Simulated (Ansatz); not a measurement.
## ZrB2: optical spectrum from first principles: ground state and bands

Ansatz 0.2.0; DFT, PBE, plane-wave PAW, default files, scalar-relativistic, ground state.

The self-consistent density comes first; it also tells whether there is a gap, which decides the occupations and the need for a Drude term.

Contents of input.yaml:

```yaml
crystal:
  lattice:
    - [3.17, 0.0, 0.0]
    - [-1.585, 2.74530053, 0.0]
    - [0.0, 0.0, 3.533]
  atoms:
    - { symbol: Zr, position: [0.0, 0.0, 0.0] }
    - { symbol: B, position: [0.6666666667, 0.3333333333, 0.5] }
    - { symbol: B, position: [0.3333333333, 0.6666666667, 0.5] }
kpoints:
  mp_grid: { grid: [9, 9, 7] }
  band_path:
    path:
      - [[0.0, 0.0, 0.0], [0.5, 0.0, 0.0], [0.33333333, 0.33333333, 0.0], [0.0, 0.0, 0.0], [0.0, 0.0, 0.5], [0.5, 0.0, 0.5], [0.33333333, 0.33333333, 0.5], [0.0, 0.0, 0.5]]
      - [[0.5, 0.0, 0.5], [0.5, 0.0, 0.0]]
      - [[0.33333333, 0.33333333, 0.0], [0.33333333, 0.33333333, 0.5]]
    npoints: 5
scf:
  occupations: { method: fermi_dirac, width: 0.05 }
  n_extra_bands: 7
hamiltonian:
  xc: pbe
  pseudopotentials: { kind: paw }
output:
  forces: true
  stress: true
  populations: true
  write_bands: true
```

Run with:

```console
$ ansatz run input.yaml --threads 4 --pin off --max-ram 8192MiB --backend cpu --events-out ev --progress --plain --runs-dir out
```

Before running it: what should come out for the electronic bands?

An even count of 18 valence electrons could fill 9 bands, but bands overlap in energy here, so the system is a metal.

Numbers from this step:

- volume: 30.75 Å³
- gap on the path: 0 eV

The electronic bands at the labelled points (eV, zero at the Fermi level; # counts the bands kept):

```tsv
point	#2	#3	#4	#5	#6	#7	#8	#9
Γ	-2.66	-2.66	-2.62	-2.38	3.37	3.37	4.14	4.14
0.40 of the way	-4.50	-3.06	-2.71	-2.08	2.18	2.94	3.29	3.89
M	-8.55	-3.93	-3.10	-2.71	2.20	2.27	4.89	4.96
0.40 of the way	-8.43	-4.66	-3.69	-1.19	-0.08	3.49	4.61	4.94
K	-7.82	-6.95	-2.48	-2.48	1.53	1.53	3.12	8.47
0.60 of the way	-4.76	-3.26	-3.18	-1.64	1.83	2.15	3.49	4.91
Γ	-2.66	-2.66	-2.62	-2.38	3.37	3.37	4.14	4.14
0.40 of the way	-4.68	-2.29	-2.29	-0.46	1.68	1.68	3.07	3.07
A	-6.99	-1.00	-1.00	0.29	0.29	0.75	0.75	1.80
0.40 of the way	-5.92	-3.98	-3.10	-1.12	1.84	2.23	2.38	3.24
L	-7.03	-4.65	-4.16	-2.04	3.71	4.04	5.27	6.20
0.60 of the way	-7.82	-4.87	-3.36	-2.38	3.90	5.34	5.74	6.20
H	-8.78	-4.96	-2.71	-2.71	4.05	5.99	5.99	6.53
0.40 of the way	-6.20	-4.39	-4.25	-2.39	2.96	4.11	4.14	5.20
A	-6.99	-1.00	-1.00	0.29	0.29	0.75	0.75	1.80
jump to L	-7.03	-4.65	-4.16	-2.04	3.71	4.04	5.27	6.20
0.40 of the way	-7.90	-4.21	-3.28	-2.61	1.70	4.75	5.13	6.16
M	-8.55	-3.93	-3.10	-2.71	2.20	2.27	4.89	4.96
jump to K	-7.82	-6.95	-2.48	-2.48	1.53	1.53	3.12	8.47
0.60 of the way	-8.48	-5.73	-2.68	-2.68	3.73	4.04	4.04	7.17
H	-8.78	-4.96	-2.71	-2.71	4.05	5.99	5.99	6.53
```

[Logs are printed without paths, hosts, clocks, repeated set-up lines and the standing remarks that a program may print on its own settings, such as how far it seeks lower states.]

[Hosts, paths, dates, database ids (printed as entryN), source tags and the programs' standing remarks are cut or masked in the printed files.]
